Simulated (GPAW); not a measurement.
# Dielectric function and optical constants of BaTiO3

Wanted: where BaTiO3 starts to absorb, how strongly, and its refractive index. The cell comes from an older database entry, whose edges can differ from later determinations, mostly by under a per cent.

Program: GPAW 26.7.0. Level of theory: DFT, PBE, plane-wave PAW (GPAW data sets), scalar-relativistic, RPA, optical limit. Results are calculated unless marked as measured.

The database entry behind the starting cell differs from later determinations by our own check (c/a about 0.6 % short), so it need not match the best structure at ambient conditions.

### Step 1. Set-up

It takes space group P4mm (No. 99, tetragonal). Conventional cell: a = 4.000 Å, b = 4.000 Å, c = 4.018 Å, α = 90.00°, β = 90.00°, γ = 90.00°. Nearest to Ba lie 12 O at 2.79 to 2.88 Å. Nearest to Ti lie 6 O at 1.89 to 2.13 Å. O has 2 Ti at 2.00 Å and 4 Ba at 2.79 to 2.88 Å nearest. Nearest to O lie 2 Ti at 1.89 to 2.13 Å and 4 Ba at 2.83 Å. Farther neighbours and most contacts between anions are not listed.

Structure file:

```cif
data_structure
_symmetry_space_group_name_H-M 'P4mm'
_symmetry_Int_Tables_number 99
_cell_length_a 3.9998
_cell_length_b 3.9998
_cell_length_c 4.0180
_cell_angle_alpha 90.000
_cell_angle_beta 90.000
_cell_angle_gamma 90.000
_cell_volume 64.28
loop_
_atom_site_label
_atom_site_type_symbol
_atom_site_symmetry_multiplicity
_atom_site_Wyckoff_symbol
_atom_site_fract_x
_atom_site_fract_y
_atom_site_fract_z
_atom_site_occupancy
Ba1 Ba 1 a 0.00000 0.00000 0.00000 1
Ti1 Ti 1 b 0.50000 0.50000 0.49000 1
O1 O 2 c 0.00000 0.50000 0.51700 1
O2 O 1 b 0.50000 0.50000 0.01900 1
```

### Step 2. Bands for the response

At the fixed density, many empty bands are solved on the mesh of the response, since the spectrum sums over them.

This step: DFT, PBE, plane-wave PAW (GPAW data sets), scalar-relativistic, bands at fixed density (GPAW 26.7.0).

The input, nscf.py:

```python
from ase.dft.bandgap import bandgap
from gpaw import GPAW, FermiDirac

calc = GPAW('gs.gpw').fixed_density(kpts={'size': (8, 8, 8), 'gamma': True}, nbands=62, convergence={'bands': 56},
                                    occupations=FermiDirac(0.001), txt='nscf.txt')
print('gap (eV)', bandgap(calc, output=None)[0])
print('direct gap (eV)', bandgap(calc, direct=True, output=None)[0])
print('top band over the Fermi level (eV)', min(calc.get_eigenvalues(kpt=k)[55] for k in range(len(calc.get_ibz_k_points()))) - calc.get_fermi_level())
calc.write('full.gpw', mode='all')
```

On the command line:

```console
OMP_NUM_THREADS=1 python nscf.py
```

Numbers of over 12 decimals in the logs are rounded to 6 here.

What it wrote:

```text
Diagonalizing LCAO Hamiltonian
Converting LCAO to pw mode
convergence criteria:
- Maximum integral of absolute [eigenst]ate change: 4e-08 eV^2 / valence electron
maximum number of iterations: 150

SCF iterations
|iter     |      energy | eigst |  dens |
|iter:   1||             | +3.39 |       |
|iter:   2||             | +2.21 |       |
|iter:   3||             | +0.97 |       |
|iter:   4||             | -0.29 |       |
|iter:   5||             | -1.13 |       |
|iter:   6||             | -2.09 |       |
|iter:   7||             | -2.89 |       |
|iter:   8||             | -3.86 |       |
|iter:   9||             | -4.65 |       |
|iter:  10||             | -5.56 |       |
|iter:  11||             | -6.30 |       |
|iter:  12||             | -6.89 |       |
|iter:  13||             | -7.30 |       |
|iter:  14||             | -7.62c|       |
SCF steps: 14
  __  _  _
 | _ |_)|_||  |
 |__||  | ||/\| - 26.7.0

Versions:
  Python: 3.12.14
  ASE:    3.29.0
  Numpy:  2.5.5
  Scipy:  1.18.1
  Libxc:  7.0.0

Input parameters:
  mode=PW(ecut=550.0),
  convergence={'bands': 56},
  gpts=array([24, 24, 24]),
  kpts=MonkhorstPack(size=(8, 8, 8), gamma=True),
  maxiter=150,
  nbands=62,
  occupations=Occupations(name='fermi-dirac', width=0.001, fixmagmom=False),
  parallel={},
  xc=XC(name='PBE')

--- standard output ---
gap (eV) 1.810415
direct gap (eV) 2.082815
top band over the Fermi level (eV) 29.400415
```

Elapsed: 3 min, on 1 thread of Arm Neoverse V2, shared host; peak memory 0.35 GiB.

This step gave:

| Property | Result |
| --- | --- |
| gap on the k-mesh | 1.810 eV |
| direct gap on the mesh | 2.083 eV |

### Step 3. Dielectric function, RPA

Local fields let the induced charge screen the field inside the cell, which as a rule lowers ε, most along directions where the density is uneven.

This step: DFT, PBE, plane-wave PAW (GPAW data sets), scalar-relativistic, RPA, optical limit (GPAW 26.7.0).

The input, df.py:

```python
from gpaw.response.df import DielectricFunction

df = DielectricFunction('full.gpw', frequencies={'type': 'nonlinear', 'domega0': 0.03, 'omega2': 8},
                        ecut=70,
                        eta=0.12,
                        nbands=56,
                        txt='df.txt')
for direction in ['x', 'z']:
    df.get_dielectric_function(xc='RPA', direction=direction, filename=f'df_{direction}.csv')
```

On the command line:

```console
OMP_NUM_THREADS=1 python df.py
```

What it wrote:

```text
Using integrator: PointIntegrator
NonLinearFrequencyDescriptor(from 0.000 to 90.926 eV, 532 points)
Nonperiodic BCs:  [False False False]
Using integrator: PointIntegrator
NonLinearFrequencyDescriptor(from 0.000 to 90.926 eV, 532 points)
Nonperiodic BCs:  [False False False]

Calculating chi0 body with:
    Ground state adapter containing:
    Number of spins: 1
    Number of kpoints: 512
    Number of irreducible kpoints: 75
    Number of completely occupied states: 20
    Number of partially occupied states: 20

    Linear response parametrization:
    q_c: [0.0, 0.0, 0.0]
    Number of frequency points: 532
    Planewave cutoff: 70.0
    Number of bands: 56
    Number of planewaves: 81
    Broadening (eta): 0.12

Integrating chi0 body.

Symmetries of q_c:
    Direct symmetries (Uq -> q): 8
    Indirect symmetries (TUq -> q): 8
In total 16 allowed symmetries.

75 groups of equivalent kpoints. 85.3515625% reduction.

Integral kind: spectral function

Calculating chi0 optical extensions with:
    Ground state adapter containing:
    Number of spins: 1
    Number of kpoints: 512
    Number of irreducible kpoints: 75
    Number of completely occupied states: 20
    Number of partially occupied states: 20

    Linear response parametrization:
    Number of frequency points: 532
    Planewave cutoff: 70.0
    Number of bands: 56
    Number of planewaves: 81
    Broadening (eta): 0.12
Integrating chi0 head and wings.

Symmetries of q_c:
    Direct symmetries (Uq -> q): 8
    Indirect symmetries (TUq -> q): 8
In total 16 allowed symmetries.

75 groups of equivalent kpoints. 85.3515625% reduction.

Integral kind: spectral function wings
```

Wall time 31 s (1 thread); peak memory 0.46 GiB.

Read-outs, printed or worked out from the files:

| Property | Result |
| --- | --- |
| electronic dielectric constant ε∞, mean over x, y and z (by symmetry where fewer were run) | 5.815 |
| main peak of Im epsilon, first axis | 4.087 eV |

Some rows of df_x.csv (energy; Re and Im without local fields; Re and Im with them):

```text
0.000000, 6.210553, 0.000000, 5.936122, 0.000000
0.429336, 6.251974, 0.023636, 5.975431, 0.022425
0.878195, 6.393033, 0.053766, 6.109181, 0.050941
1.347938, 6.688326, 0.103568, 6.388594, 0.097849
1.840057, 7.314958, 0.247739, 6.979207, 0.232965
2.356191, 8.303493, 1.064283, 7.900722, 0.989082
2.898142, 8.490663, 3.215308, 8.111488, 2.967380
3.467895, 7.694551, 5.631586, 7.516878, 5.200004
4.067647, 5.142234, 7.898571, 5.440303, 7.534422
4.699832, 1.895389, 4.206211, 1.825672, 4.395014
5.367152, 2.578823, 2.811830, 2.367086, 2.922991
6.072622, 3.534550, 3.016390, 3.270987, 3.070829
6.819608, 4.194889, 4.344275, 3.969473, 4.336737
7.611886, 2.512348, 3.664512, 2.035683, 3.671670
8.453705, 2.668243, 4.734687, 2.257437, 4.489723
9.349861, 1.019691, 3.987866, 0.671973, 3.698098
10.305790, 0.725502, 3.973020, 0.648460, 3.527213
11.327680, -0.280683, 2.689486, -0.276257, 2.635378
12.422601, 0.057604, 1.399491, -0.221272, 1.361038
13.598673, 1.028470, 0.738123, 0.655953, 0.662798
```

Values under the direct gap are tails of Lorentzian lines. The Im ε by photon energy; read off at these points:

```tsv
photon energy (eV)	E ∥ x	E ∥ z
0.00	0	0
0.50	0.0264	0.0193
1.00	0.0606	0.0427
1.50	0.122	0.0783
2.00	0.401	0.157
2.50	1.41	0.586
3.00	3.30	1.84
3.50	5.29	4.15
4.00	7.16	6.20
4.07	7.53	6.46
4.50	5.74	5.81
5.00	3.80	4.07
5.50	2.71	3.20
6.00	3.13	2.94
6.50	2.91	3.28
7.00	4.26	4.59
7.21	4.81	5.29
7.50	4.07	4.61
8.00	3.48	3.57
8.50	4.51	4.76
9.00	4.56	4.94
9.50	3.66	3.83
10.00	3.71	3.72
10.50	4.02	3.83
11.00	2.58	2.58
11.50	2.33	2.29
12.00	1.77	1.85
12.50	1.29	1.29
13.00	0.864	0.872
13.50	0.710	0.745
```

Re ε against photon energy:

```tsv
photon energy (eV)	E ∥ x	E ∥ z
0.0	5.94	5.57
0.5	5.99	5.61
1.0	6.17	5.74
1.5	6.53	5.98
2.0	7.30	6.43
2.5	8.25	7.23
3.0	8.07	7.89
3.5	7.21	8.11
4.0	6.30	6.72
4.5	1.92	3.69
5.0	2.49	3.04
5.5	2.71	3.28
6.0	3.31	3.70
6.5	3.51	3.48
7.0	3.28	3.90
7.5	1.92	2.18
8.0	2.37	2.14
8.5	2.15	1.92
9.0	1.40	1.49
9.5	0.945	0.646
10.0	0.404	0.0638
10.5	-0.0963	-0.311
11.0	-0.107	-0.0600
11.5	-0.300	-0.351
12.0	-0.451	-0.416
12.5	-0.208	-0.241
13.0	0.205	0.190
13.5	0.545	0.570
```

The loss function −Im 1/ε at q → 0 has structure finer than the step of the table below, so its rows give means over 0.5 eV, whole bins alone (the curve runs from 0 to 14.0 eV). Peaks (eV: height): E ∥ x 13.00: 1.10; E ∥ z 13.00: 1.09.

Values under the direct gap are tails of Lorentzian lines. Loss function −Im 1/ε at q → 0 against energy loss; means over each step:

```tsv
energy loss (eV)	E ∥ x	E ∥ z
0.5	7.4e-4	6.2e-4
1.0	0.00161	0.00131
1.5	0.00294	0.00221
2.0	0.00813	0.00402
2.5	0.0215	0.0114
3.0	0.0432	0.0274
3.5	0.0628	0.0470
4.0	0.0828	0.0763
4.5	0.156	0.125
5.0	0.196	0.163
5.5	0.187	0.161
6.0	0.146	0.136
6.5	0.135	0.131
7.0	0.141	0.126
7.5	0.193	0.172
8.0	0.191	0.190
8.5	0.181	0.176
9.0	0.207	0.195
9.5	0.256	0.252
10.0	0.265	0.273
10.5	0.273	0.284
11.0	0.374	0.377
11.5	0.405	0.413
12.0	0.534	0.524
12.5	0.787	0.775
13.0	1.04	1.06
13.5	0.837	0.828
```

The Im ε, E ∥ x has structure finer than the step of the table below, so its rows give means over 0.5 eV, whole bins alone (the curve runs from 0 to 14.0 eV). Peaks (eV: height): without local fields 4.07: 7.90, 7.21: 4.72, 9.02: 4.91; with local fields 4.07: 7.53, 7.21: 4.81, 9.02: 4.58.

Values under the direct gap are tails of Lorentzian lines. Im ε, E ∥ x against photon energy; means over each step:

```tsv
photon energy (eV)	without local fields	with local fields
0.5	0.0282	0.0267
1.0	0.0651	0.0616
1.5	0.135	0.127
2.0	0.472	0.443
2.5	1.62	1.50
3.0	3.49	3.23
3.5	5.14	4.76
4.0	7.06	6.68
4.5	5.59	5.74
5.0	3.59	3.73
5.5	2.68	2.78
6.0	2.94	3.00
6.5	3.11	3.13
7.0	4.36	4.40
7.5	4.04	4.09
8.0	3.69	3.60
8.5	4.65	4.40
9.0	4.72	4.43
9.5	4.07	3.72
10.0	4.11	3.68
10.5	3.90	3.61
11.0	2.81	2.66
11.5	2.45	2.43
12.0	1.78	1.79
12.5	1.30	1.26
13.0	0.953	0.889
13.5	0.805	0.728
```

The reflectivity at normal incidence has structure finer than the step of the table below, so its rows give means over 0.25 eV, whole bins alone (the curve runs from 0 to 14.0 eV). Peaks (eV: height): E ∥ x 4.068: 30.9, 7.267: 23.3, 9.153: 25.7, 10.591: 30.3, 11.787: 27.7; E ∥ z 4.024: 28.7, 7.267: 24.8, 9.153: 29.0, 10.591: 30.4, 11.787: 26.6.

Table of reflectivity at normal incidence by photon energy; means over each step:

```tsv
photon energy (eV)	E ∥ x (%)	E ∥ z (%)
0.25	17.5	16.4
0.50	17.6	16.5
0.75	17.8	16.7
1.00	18.1	16.9
1.25	18.6	17.2
1.50	19.1	17.6
1.75	20.0	18.2
2.00	21.1	18.9
2.25	22.2	19.9
2.50	23.7	21.1
2.75	24.7	22.4
3.00	25.2	23.3
3.25	25.7	24.4
3.50	26.9	26.3
3.75	26.7	26.4
4.00	30.1	28.4
4.25	30.4	27.2
4.50	27.5	26.2
4.75	21.5	22.9
5.00	19.2	20.5
5.25	17.0	18.3
5.50	14.6	17.0
5.75	14.8	16.6
6.00	16.6	16.6
6.25	16.6	18.7
6.50	16.5	17.8
6.75	20.1	20.0
7.00	21.3	22.5
7.25	22.8	24.5
7.50	20.9	23.1
7.75	18.8	21.9
8.00	18.1	18.9
8.25	19.9	21.4
8.50	22.6	24.2
8.75	22.7	23.8
9.00	24.3	25.9
9.25	24.6	27.4
9.50	22.0	24.0
9.75	22.5	24.4
10.00	24.1	25.9
10.25	22.8	23.3
10.50	27.8	28.5
10.75	28.1	28.0
11.00	23.7	23.3
11.25	24.2	25.0
11.50	24.8	25.3
11.75	26.7	26.0
12.00	26.3	25.7
12.25	23.7	24.8
12.50	21.6	22.4
12.75	18.0	18.8
13.00	12.2	12.6
13.25	8.50	8.62
13.50	5.51	5.51
13.75	3.29	3.81
```

From ε follow the optical constants at some laser and lamp lines:

```tsv
wavelength (nm)	n x	k x	R (%) x	1/α x	n z	k z	R (%) z	1/α z
1550	2.47	0.009	17.9	13 µm	2.38	0.007	16.7	18 µm
1064	2.50	0.015	18.4	5.6 µm	2.41	0.011	17.1	7.8 µm
800	2.56	0.026	19.3	2.5 µm	2.45	0.017	17.7	3.8 µm
405	2.88	0.611	25.3	53 nm	2.83	0.357	23.5	90 nm
365	2.93	0.794	27.1	37 nm	2.99	0.549	26.3	53 nm
308	2.78	1.320	30.7	19 nm	2.79	1.135	28.7	22 nm
193	1.99	0.762	16.3	20 nm	2.05	0.866	18.4	18 nm
```

Below the direct gap, k and the depth come from the tails of the Lorentzian lines, not from transitions.

Rows near the edge hang on the gap, which this functional as a rule makes too small, and phonon-assisted absorption is left out.

At 1064 nm the birefringence n(z) − n(x) is -0.093: the crystal is uniaxial negative at this level.

### Step 4. Results

```yaml
electronic_dielectric_constant_eps_infinity_mean_over_x_y_and_z_by_symmetry_where_fewer_were_run_rpa: 5.81
main_peak_of_im_epsilon_first_axis: 4.09 eV
```

In words: At this level (PBE, RPA) BaTiO3 has a mean ε∞ = 5.81 and n = 2.47 at 1550 nm (E ∥ x), and Im ε peaks at 4.1 eV (E ∥ x). On the mesh the gap is 1.81 eV and the least direct gap 2.08 eV, so on this mesh the band edges lie at different points. Local fields change the static value along x from 6.21 to 5.94 (-4 %). Distinct maxima of Im ε, read by a parabola through the highest points, lie at 3.51 eV (5.3), 4.09 eV (7.6), 7.23 eV (4.8) and 9.04 eV (4.6) for E ∥ x. The static values by axis are 5.94 (x), 5.57 (z). At 1064 nm the birefringence n(z) − n(x) is -0.093: the crystal is uniaxial negative at this level. Excitons and phonon-assisted transitions are missing; PBE gaps are as a rule too small, which pulls the onset down and ε∞ up. Spin-orbit coupling is left out although heavy atoms are present. The sum runs over mesh points, so small or evenly spaced maxima can still be ripples of the mesh. In this version of GPAW the matrix elements of the optical limit are incomplete, which can lower ε − 1 by up to a tenth where first-row anions or d states rule, and shift it by more in d metals.

[Machine, clock and banner lines and Python warnings are left out of the logs.]

[Logs are printed without paths, hosts, clocks, repeated set-up lines and the standing remarks that a program may print on its own settings, such as how far it seeks lower states.]

[Hosts, paths, dates, database ids (printed as entryN), source tags and the programs' standing remarks are cut or masked in the printed files.]
